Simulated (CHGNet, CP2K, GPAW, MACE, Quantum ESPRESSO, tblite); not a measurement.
**GPAW runs on twisted graphene double bilayer, 21.79° (56 atoms)**

How do the settings of GPAW change the result for twisted graphene double bilayer, 21.79° (56 atoms)? A plane-wave run serves as the yardstick.

Calculated with GPAW 26.7.0; the method is named at each step.

## (1) The structure

The cell holds 56 atoms: 56 C. Its edges and angles: a = 6.508 Å, b = 6.509 Å, c = 24.080 Å, α = 90.0°, β = 90.0°, γ = 120.0°. It derives from C (graphene). Graphene (a = 2.46 Å) under graphene (a = 2.46 Å), double bilayer, commensurate cell of 7 unit cells a layer, twist 21.79 deg; facing planes 3.44, 3.32, 3.32 Å apart as built; 14 Å of vacuum; minimised with a classical potential. Then every atom was moved at random, 0.05 Å r.m.s. a Cartesian component. Regions: layer 1, 14 atoms (14 C); layer 2, 14 atoms (14 C); layer 3, 14 atoms (14 C); layer 4, 14 atoms (14 C). Vacuum lies along c.

The yardstick, on the same geometry:

- method: Kohn-Sham DFT, PBE, SSSP efficiency 1.3.0 pseudopotentials, plane waves (Quantum ESPRESSO 7.5); sssp-pbe-1.3.0-efficiency, cutoffs 45/360 Ry, Γ point
- r.m.s. force component: 3.162 eV/Å
- longest force: 12.79 eV/Å
- time: 80 s on 4 MPI ranks of Arm Neoverse V1, shared host
- CPU time: 5.4 min

## (2) PBE, LCAO dzp, h 0.2 Å

Method: Kohn-Sham DFT, PBE, PAW, atomic orbitals (dzp).

File run.py:

```python
import numpy as np
from ase.io import read
from gpaw import GPAW, FermiDirac

atoms = read("structure.xyz")
atoms.calc = GPAW(
    mode="lcao",
    basis="dzp",
    h=0.2,
    xc="PBE",
    kpts={"size": (1, 1, 1), "gamma": True},
    occupations=FermiDirac(0.05),
    maxiter=200,
    symmetry={"point_group": False},
    txt="gpaw.txt",
)
energy = atoms.get_potential_energy(force_consistent=True)
forces = atoms.get_forces()
print(f"energy {energy:.6f} eV")
print("forces (eV/A)")
for i, (a, f) in enumerate(zip(atoms, forces)):
    print(f"{i:4d} {a.symbol:2s} {f[0]:10.5f} {f[1]:10.5f} {f[2]:10.5f}")
print(f"Fermi level {atoms.calc.get_fermi_level():.4f} eV")
for k in range(len(atoms.calc.get_ibz_k_points())):
    for s in range(atoms.calc.get_number_of_spins()):
        e = atoms.calc.get_eigenvalues(kpt=k, spin=s)
        n = np.searchsorted(e, atoms.calc.get_fermi_level())
        print(f"k {k} spin {s} levels about the Fermi level:", np.round(e[max(n - 6, 0):n], 4).tolist(), "|", np.round(e[n:n + 6], 4).tolist())
```

File structure.xyz:

```xyz
56
Lattice="6.50850 0.00000 0.00000 -3.25425 5.63653 0.00000 0.00000 0.00000 24.08000" Properties=species:S:1:pos:R:3 pbc="T T T"
C 0.46718 1.33090 6.95190
C 1.44215 0.33988 6.86810
C -0.07416 3.77586 6.99909
C 0.88473 2.69826 7.01523
C 2.82697 0.52499 7.04725
C 0.48518 5.06019 6.98464
C 2.34589 2.93590 7.03786
C 3.17185 1.90109 6.94780
C 1.80868 5.41845 6.97670
C 2.76211 4.37863 7.02582
C 4.66012 2.12999 7.03834
C 5.63916 1.00973 7.02582
C -2.32545 4.57962 6.94708
C -1.35074 3.42639 6.97188
C 0.85043 2.63615 10.33634
C 1.89820 1.57642 10.39750
C 0.51541 5.13060 10.48636
C 1.42949 4.08677 10.32550
C 3.25578 1.95864 10.40449
C 4.25347 0.75468 10.42014
C 2.82378 4.28478 10.36283
C 3.65114 3.23413 10.47769
C 5.57791 1.13508 10.35777
C 3.25005 5.63106 10.35368
C -1.43997 3.44995 10.42255
C -0.42553 2.46068 10.40256
C 1.46191 0.27918 10.36788
C -0.95310 4.87830 10.39052
C -0.50753 5.03150 13.80699
C 0.01608 3.69948 13.83203
C 0.90514 1.06485 13.70730
C -1.84610 5.38802 13.78122
C 1.42058 3.57925 13.64012
C 1.87549 2.04133 13.68876
C 5.09866 0.26306 13.72729
C 2.44140 4.55364 13.74510
C 3.20475 1.86000 13.80266
C 3.71482 0.53000 13.67672
C 3.68349 4.35636 13.76028
C 4.21562 2.94745 13.77087
C -0.88971 2.64770 13.72849
C -0.49897 1.31664 13.78773
C 3.71678 0.46101 17.06790
C 0.91643 4.79765 17.10788
C 1.86924 2.11178 17.09415
C 2.29786 0.79515 17.13364
C 2.33053 4.62663 17.05635
C 2.89121 3.14225 17.17578
C -0.43711 1.27656 17.17386
C 0.04097 0.01854 17.14640
C 4.10742 2.85857 17.12425
C 4.62361 1.62574 17.10619
C -1.92655 5.32477 17.09222
C -1.40655 4.03102 17.10788
C -0.04442 3.73234 17.09921
C 0.51121 2.42061 17.15917
```

Started as:

```
$ OMP_NUM_THREADS=1 python run.py > output.txt
```

What it wrote:

```text
energy -502.705089 eV
forces (eV/A)
   0 C     1.46992    1.60481    0.11732
   1 C    -0.61948   -4.46568    1.51793
   2 C     6.40131   -1.26704   -0.01903
   3 C     1.38387    0.02356   -0.21048
   4 C    -1.23456    0.75915   -1.98671
   5 C    -3.13121    2.55931    0.44655
   6 C    -4.84211    5.14806   -0.54723
   7 C     7.04477   -2.93975    1.34770
   8 C     2.55388   -3.75693    0.46693
   9 C     1.60466   -3.80793   -0.78978
  10 C    -0.62695   -1.57509   -0.74295
  11 C    -4.11269    4.43208   -0.52881
  12 C     0.63504    0.32298   -0.10759
  13 C    -6.54305    2.90872    0.17486
  14 C     9.95175    3.67888    0.22075
  15 C    -1.87209    3.75106   -0.62802
  16 C    -2.86093   -2.42583   -1.67397
  17 C    -1.85058   -4.53861    0.95939
  18 C    -0.14142   -6.85346    0.47171
  19 C    -2.91542    6.91179    0.04986
  20 C    -2.91290    3.26610    0.06172
  21 C     5.26960    0.02461   -1.02194
  22 C     2.53893   -3.35680    0.39805
  23 C     2.05780    2.28093    0.06037
[...]
48 C    -1.35785    6.50522   -0.43195
  49 C    -4.60653   -2.40411   -0.46803
  50 C    10.76296    4.13082   -0.02204
  51 C     2.64064   -6.94077    0.25491
  52 C     5.95416    1.47851    0.62684
  53 C    -2.30454   -3.20353    0.06335
  54 C     2.22709    0.11090    0.44439
  55 C    -3.22775   -1.64634   -0.32617
Fermi level 0.6038 eV
k 0 spin 0 levels about the Fermi level: [-1.3065, -1.2341, -1.197, -1.0034, -0.7192, -0.6405] | [4.6837, 4.7742, 4.8468, 4.9013, 4.952, 5.1315]
```

gpaw.txt:

```text
Input parameters:
  mode=LCAO(),
  basis={'default': 'dzp'},
  h=0.2,
  kpts=MonkhorstPack(size=(1, 1, 1), gamma=True),
  maxiter=200,
  occupations=Occupations(name='fermi-dirac', width=0.05, fixmagmom=False),
  symmetry=Symmetry(point_group=False),
  xc=XC(name='PBE')
Unit cell  # Å
| periodic |         x |        y |         z |   lengths |     angles |
|----------|-----------|----------|-----------|-----------|------------|
|      yes |  6.508500 | 0.000000 |  0.000000 |  6.508500 |  90.000000 |
|      yes | -3.254250 | 5.636530 |  0.000000 |  6.508503 |  90.000000 |
|      yes |  0.000000 | 0.000000 | 24.080000 | 24.080000 | 119.999984 |
Number of symmetries: 1
Symmetry operations  # r_c * U_cc + t_c -> r_c
|   | kind |            matrix            |
|---|------|------------------------------|
| 0 |  E   |  1, 0, 0,  0, 1, 0,  0, 0, 1 |
BZ-sampling:
  Number of BZ points: 1
  Number of IBZ points: 1
  Monkhorst-Pack size: [1, 1, 1]
  Monkhorst-Pack shift: [0, 0, 0]
[... lines left out ...]
      Number of RI-basis functions 0
Reference energy: -57547.174467  # eV
eigensolver:
density mixing:
  MSR1-Mixer
occupation numbers:
  Fermi-Dirac:
    width: 0.0500  # eV
FastPoissonSolver using
    Stencil: 8*3+1=25 point O(h^6) finite-difference Laplacian
xc functional:
  name: PBE with 2 nearest neighbor stencil
interpolation: tri-quintic # 5. degree polynomial
Initialization done in: 5.239 s
convergence criteria:
- Maximum [total energy] change in last 3 cyles: 0.0005 eV / valence electron
- Maximum integral of absolute [dens]ity change: 0.0001 electrons / valence electron
- Maximum integral of absolute [eigenst]ate change: 4e-08 eV^2 / valence electron
maximum number of iterations: 200
SCF iterations
|iter     |      energy | eigst |  dens |
|---------|-------------|-------|-------|
|iter:   1| -511.399101 |      c|       |
|iter:   2| -510.071557 |      c| -0.90 |
|iter:   3| -502.611656 |      c| -0.93 |
|iter:   4| -502.697366 |      c| -1.59 |
|iter:   5| -502.712255c|      c| -2.17 |
|iter:   6| -502.705154c|      c| -2.61 |
|iter:   7| -502.705092c|      c| -3.63 |
|iter:   8| -502.705089c|      c| -4.17c|
Converged in 8 steps
SCF loop duration: 31.993 s (3.999 s/step)
Energy contributions relative to reference atoms: (reference = -57547.174467)
Energy contributions:
  Kinetic:         429.717063
  Coulomb:        -449.035785
  Zero:             11.785350
  External:          0.000000
  Xc:             -495.171717
  Entropy:          -0.000000
  Spinorbit:         0.000000
  ----------------------------
  Free energy:    -502.705089
  Extrapolated:   -502.705089
dipole moment: (-0.354046, -0.180861, 0.000055)  # |e|*Ang
Fermi level: 0.604
Eigenvalues  # (at kpt = [0.000, 0.000, 0.000])
| band index |      eig [eV] | occ [0-2] |
|------------|---------------|-----------|
|          0 |       -18.251 |     2.000 |
|        ... |               |           |
|        104 |        -1.481 |     2.000 |
|        105 |        -1.360 |     2.000 |
[...]
|        119 |         5.288 |     0.000 |
|        ... |               |           |
|        138 |         8.941 |     0.000 |
Gap: 5.324 eV
Transition (v -> c):
  (s=0, k=0, n=111, [0.00, 0.00, 0.00]) -> (s=0, k=0, n=112, [0.00, 0.00, 0.00])
No difference between direct/indirect transitions
Force computation time: 9.705  # s
timing:  # [seconds]
  Total:  46.975  # ━━━━━━━━━━━━━━━━━━━━━━━━━━━━━━━━━━━━━━━━━━━━━━━━━━━━━━━━━
  Init:    5.238  # ━━━━━━╸
  SCF:    31.993  # ━━━━━━━━━━━━━━━━━━━━━━━━━━━━━━━━━━━━━━━
  Forces:  9.706  # ━━━━━━━━━━━━
```

Elapsed: 49 s, on 1 thread of Arm Neoverse V1, shared host; peak memory 0.55 GiB.

Banners, paths, timers and routine set-up lines are dropped from the logs unmarked, and long logs keep their key lines alone; longer cuts are marked.

Numbers from this run, and their distance from the reference:

| Property | Result |
| --- | --- |
| r.m.s. force component | 3.344 eV/Å |
| r.m.s. difference of force components | 204.1 meV/Å |
| longest difference of force vectors | 886 meV/Å |
| force difference over r.m.s. force | 6.454 % |
| slope of forces against the reference's | 1.057 |
| correlation of force components | 0.9996 |

Local excerpt of 10 atoms (numbers count through the whole input) about C48, which bears the longest force; x, y, z are measured from there.

| atom | x | y | z | distance (Å) | bonds | Fx | Fy | Fz (eV/Å) |
| --- | --- | --- | --- | --- | --- | --- | --- | --- |
| C48 | 0.00 | 0.00 | 0.00 | 0.00 | 3 | -12.65 | 4.99 | -1.24 |
| C51 | 1.22 | -0.28 | -0.05 | 1.25 | 3 | 10.76 | 4.13 | -0.02 |
| C45 | -1.02 | -1.03 | -0.08 | 1.45 | 3 | 1.38 | 1.97 | 1.11 |
| C47 | -0.56 | 1.48 | -0.12 | 1.59 | 3 | 0.91 | -5.10 | 1.50 |
| C52 | 1.73 | -1.52 | -0.07 | 2.30 | 3 | 2.64 | -6.94 | 0.25 |
| C54 | 2.21 | 0.89 | -0.07 | 2.38 | 3 | -2.30 | -3.20 | 0.06 |
| C46 | -0.59 | -2.35 | -0.04 | 2.42 | 3 | 0.64 | -3.14 | -0.72 |
| C56 | -2.38 | -0.72 | -0.02 | 2.49 | 3 | -3.23 | -1.65 | -0.33 |
| C50 | 0.40 | 2.51 | -0.03 | 2.55 | 3 | -4.61 | -2.40 | -0.47 |
| C44 | -1.97 | 1.66 | -0.07 | 2.58 | 3 | 0.88 | -0.85 | -0.51 |

Atoms are counted from 1 here, from 0 in the log.

Forces lie 6.5 % from the reference's, at 0.15 times its CPU time (on 1 against 4 cores).

## (3) PBE, LCAO szp(dzp), h 0.2 Å

Method: Kohn-Sham DFT, PBE, PAW, atomic orbitals (szp(dzp)).

Edit run.py of step 2 so:

```diff
@@ -7,3 +7,3 @@
     mode="lcao",
-    basis="dzp",
+    basis="szp(dzp)",
     h=0.2,
```

structure.xyz is that of step 2.

What it wrote:

```text
energy -454.738891 eV
forces (eV/A)
   0 C     1.49779    1.70616    0.19250
   1 C    -0.45842   -4.39797    1.11869
   2 C     6.33545   -1.02879    0.16772
   3 C     1.42336    0.18473   -0.06160
   4 C    -0.90118    0.53058   -1.26661
   5 C    -3.00398    2.28250    0.39232
   6 C    -4.87852    5.46154   -0.20639
   7 C     7.00907   -3.06499    0.91521
   8 C     2.16298   -3.49775    0.38484
   9 C     1.55531   -3.70748   -0.52558
  10 C    -0.83287   -1.98850   -0.39240
  11 C    -3.91256    4.48018   -0.22719
[...]
51 C     2.88280   -7.07226    0.08611
  52 C     6.08657    1.32316    0.25121
  53 C    -2.42411   -3.24107    0.00922
  54 C     1.95440   -0.02085    0.16678
  55 C    -3.19005   -1.61600   -0.24627
Fermi level 0.5622 eV
k 0 spin 0 levels about the Fermi level: [-3.2665, -3.1795, -3.1451, -3.09, -3.0757, -2.8048] | [2.7658, 2.8551, 2.8856, 2.9961, 3.0585, 3.2147]
```

gpaw.txt:

```text
Input parameters:
  mode=LCAO(),
  basis={'default': 'szp(dzp)'},
  h=0.2,
  kpts=MonkhorstPack(size=(1, 1, 1), gamma=True),
  maxiter=200,
  occupations=Occupations(name='fermi-dirac', width=0.05, fixmagmom=False),
  symmetry=Symmetry(point_group=False),
  xc=XC(name='PBE')
[... lines left out ...]
  Fermi-Dirac:
[... lines left out ...]
convergence criteria:
- Maximum [total energy] change in last 3 cyles: 0.0005 eV / valence electron
[... lines left out ...]
Converged in 8 steps
[... lines left out ...]
  Free energy:    -454.738891
[... lines left out ...]
Fermi level: 0.562
[... lines left out ...]
|          0 |       -20.281 |     2.000 |
|        ... |               |           |
|        104 |        -3.327 |     2.000 |
|        105 |        -3.312 |     2.000 |
[...]
|        119 |         3.369 |     0.000 |
|        ... |               |           |
|        138 |         6.585 |     0.000 |
Gap: 5.571 eV
Transition (v -> c):
  (s=0, k=0, n=111, [0.00, 0.00, 0.00]) -> (s=0, k=0, n=112, [0.00, 0.00, 0.00])
No difference between direct/indirect transitions
Force computation time: 7.255  # s
timing:  # [seconds]
  Total:  37.890  # ━━━━━━━━━━━━━━━━━━━━━━━━━━━━━━━━━━━━━━━━━━━━━━━━━━━━━━━━━
  Init:    4.705  # ━━━━━━━
  SCF:    25.901  # ━━━━━━━━━━━━━━━━━━━━━━━━━━━━━━━━━━━━━━━
  Forces:  7.255  # ━━━━━━━━━━━
```

The job ended after 40 s (1 thread; peak memory 0.53 GiB).

Compared with the plane-wave run:

```
r.m.s. force component                  : 3.387 eV/Å
r.m.s. difference of force components   : 383 meV/Å
longest difference of force vectors     : 1570 meV/Å
force difference over r.m.s. force      : 12.11 %
slope of forces against the reference's : 1.066
correlation of force components         : 0.9955
```

This is a coarse setting, run to see what it loses.

Against the first run (6.5 %), the force difference from the reference is 12 %, at 0.81 times the CPU time, with 504 basis functions against 728: the smaller basis costs accuracy.

## (4) PBE, LCAO dzp, h 0.25 Å

Method: Kohn-Sham DFT, PBE, PAW, atomic orbitals (dzp).

Edit run.py of step 3 so:

```diff
@@ -7,4 +7,4 @@
     mode="lcao",
-    basis="szp(dzp)",
-    h=0.2,
+    basis="dzp",
+    h=0.25,
     xc="PBE",
```

structure.xyz is that of step 3.

What it wrote:

```text
energy -492.208822 eV
forces (eV/A)
   0 C     1.43077    1.50895    0.06031
   1 C    -0.59686   -4.34506    1.51297
   2 C     6.29217   -1.31500   -0.04890
   3 C     1.40470    0.08238   -0.24657
   4 C    -1.26454    0.81294   -1.95372
   5 C    -3.16047    2.58056    0.41913
   6 C    -4.88746    5.09700   -0.52360
   7 C     6.94968   -2.86596    1.31990
   8 C     2.63576   -3.74882    0.40673
   9 C     1.59102   -3.87800   -0.77986
  10 C    -0.72305   -1.56217   -0.71408
  11 C    -4.14028    4.54492   -0.51957
[...]
51 C     2.61112   -6.89079    0.29351
  52 C     5.89786    1.42862    0.65275
  53 C    -2.17251   -3.12107    0.10506
  54 C     2.11374    0.03887    0.51980
  55 C    -3.17790   -1.54510   -0.29743
Fermi level 0.6178 eV
k 0 spin 0 levels about the Fermi level: [-1.3024, -1.2309, -1.1998, -1.0002, -0.7124, -0.635] | [4.6959, 4.7873, 4.8591, 4.9137, 4.9647, 5.1443]
```

gpaw.txt:

```text
Input parameters:
  mode=LCAO(),
  basis={'default': 'dzp'},
  h=0.25,
  kpts=MonkhorstPack(size=(1, 1, 1), gamma=True),
  maxiter=200,
  occupations=Occupations(name='fermi-dirac', width=0.05, fixmagmom=False),
  symmetry=Symmetry(point_group=False),
  xc=XC(name='PBE')
[... lines left out ...]
  Fermi-Dirac:
[... lines left out ...]
convergence criteria:
- Maximum [total energy] change in last 3 cyles: 0.0005 eV / valence electron
[... lines left out ...]
Converged in 8 steps
[... lines left out ...]
  Free energy:    -492.208822
[... lines left out ...]
Fermi level: 0.618
[... lines left out ...]
|          0 |       -18.259 |     2.000 |
|        ... |               |           |
|        104 |        -1.476 |     2.000 |
|        105 |        -1.354 |     2.000 |
[...]
|        119 |         5.302 |     0.000 |
|        ... |               |           |
|        138 |         8.956 |     0.000 |
Gap: 5.331 eV
Transition (v -> c):
  (s=0, k=0, n=111, [0.00, 0.00, 0.00]) -> (s=0, k=0, n=112, [0.00, 0.00, 0.00])
No difference between direct/indirect transitions
Force computation time: 6.452  # s
timing:  # [seconds]
  Total:  34.366  # ━━━━━━━━━━━━━━━━━━━━━━━━━━━━━━━━━━━━━━━━━━━━━━━━━━━━━━━━━
  Init:    4.562  # ━━━━━━━╸
  SCF:    23.325  # ━━━━━━━━━━━━━━━━━━━━━━━━━━━━━━━━━━━━━━╸
  Forces:  6.452  # ━━━━━━━━━━╸
```

Wall time 36 s (1 thread); peak memory 0.38 GiB.

Compared with the plane-wave run:

```
r.m.s. force component                          : 3.331 eV/Å
r.m.s. difference of force components           : 200.1 meV/Å
longest difference of force vectors             : 820.5 meV/Å
force difference over r.m.s. force              : 6.327 %
slope of forces against the reference's         : 1.053
correlation of force components                 : 0.9995
energy less the same-level run's                : 187.4 meV/atom
r.m.s. force difference from the same-level run : 63.25 meV/Å
```

This is a coarse setting, run to see what it loses.

Against the first run (6.5 %), the force difference from the reference is 6.3 %, at 0.74 times the CPU time.

The forces add up to 0.58 eV/Å instead of zero, usually a sign of too coarse a grid.

## (5) LDA, LCAO dzp, h 0.2 Å

Method: Kohn-Sham DFT, LDA, PAW, atomic orbitals (dzp).

Edit run.py of step 4 so:

```diff
@@ -8,4 +8,4 @@
     basis="dzp",
-    h=0.25,
-    xc="PBE",
+    h=0.2,
+    xc="LDA",
     kpts={"size": (1, 1, 1), "gamma": True},
```

structure.xyz is that of step 4.

What it wrote:

```text
energy -552.295744 eV
forces (eV/A)
   0 C     1.45927    1.57448    0.18323
   1 C    -0.62074   -4.40684    1.66669
   2 C     6.33622   -1.26435    0.02070
   3 C     1.35567    0.01388   -0.16611
   4 C    -1.23174    0.76041   -2.01080
   5 C    -3.10596    2.54414    0.51569
   6 C    -4.80109    5.07862   -0.52369
   7 C     6.97218   -2.92415    1.46546
   8 C     2.54755   -3.72358    0.54454
   9 C     1.56381   -3.75161   -0.75412
  10 C    -0.60648   -1.55436   -0.72505
  11 C    -4.07147    4.37808   -0.49949
[...]
51 C     2.59044   -6.84883    0.20789
  52 C     5.86994    1.47378    0.60239
  53 C    -2.28669   -3.16439   -0.00102
  54 C     2.21324    0.12065    0.41139
  55 C    -3.18501   -1.63214   -0.41735
Fermi level 0.3191 eV
k 0 spin 0 levels about the Fermi level: [-1.6037, -1.5275, -1.5015, -1.292, -1.0247, -0.9432] | [4.347, 4.4403, 4.5111, 4.5583, 4.6082, 4.7905]
```

gpaw.txt:

```text
Input parameters:
  mode=LCAO(),
  basis={'default': 'dzp'},
  h=0.2,
  kpts=MonkhorstPack(size=(1, 1, 1), gamma=True),
  maxiter=200,
  occupations=Occupations(name='fermi-dirac', width=0.05, fixmagmom=False),
  symmetry=Symmetry(point_group=False),
  xc=XC(name='LDA')
Unit cell  # Å
[... lines left out ...]
  Fermi-Dirac:
[... lines left out ...]
convergence criteria:
- Maximum [total energy] change in last 3 cyles: 0.0005 eV / valence electron
[... lines left out ...]
Converged in 8 steps
[... lines left out ...]
  Free energy:    -552.295744
[... lines left out ...]
Fermi level: 0.319
[... lines left out ...]
|          0 |       -18.329 |     2.000 |
|        ... |               |           |
|        104 |        -1.772 |     2.000 |
|        105 |        -1.658 |     2.000 |
[...]
|        119 |         4.949 |     0.000 |
|        ... |               |           |
|        138 |         8.605 |     0.000 |
Gap: 5.290 eV
Transition (v -> c):
  (s=0, k=0, n=111, [0.00, 0.00, 0.00]) -> (s=0, k=0, n=112, [0.00, 0.00, 0.00])
No difference between direct/indirect transitions
Force computation time: 9.615  # s
timing:  # [seconds]
  Total:  41.791  # ━━━━━━━━━━━━━━━━━━━━━━━━━━━━━━━━━━━━━━━━━━━━━━━━━━━━━━━━━
  Init:    3.935  # ━━━━━╸
  SCF:    28.201  # ━━━━━━━━━━━━━━━━━━━━━━━━━━━━━━━━━━━━━━╸
  Forces:  9.616  # ━━━━━━━━━━━━━
```

Elapsed: 44 s, on 1 thread; peak memory 0.55 GiB.

Against the reference:

```yaml
r_m_s_force_component: 3.309 eV/Å
r_m_s_difference_of_force_components: 168.7 meV/Å
longest_difference_of_force_vectors: 712.2 meV/Å
force_difference_over_r_m_s_force: 5.335 %
slope_of_forces_against_the_reference_s: 1.046
correlation_of_force_components: 0.9997
```

Against the first run (6.5 %), the force difference from the reference is 5.3 %, at 0.89 times the CPU time; another functional landing nearer a PBE reference means that errors partly cancel.

[end of part 1 of 2]

[Also dropped from logs without a mark: logging warnings of Python, and SIESTA's first energy breakdown and zero terms.]

[Logs are printed without paths, hosts, clocks, repeated set-up lines and the standing remarks that a program may print on its own settings, such as how far it seeks lower states.]

[Hosts, paths, dates, database ids (printed as entryN), source tags and the programs' standing remarks are cut or masked in the printed files.]
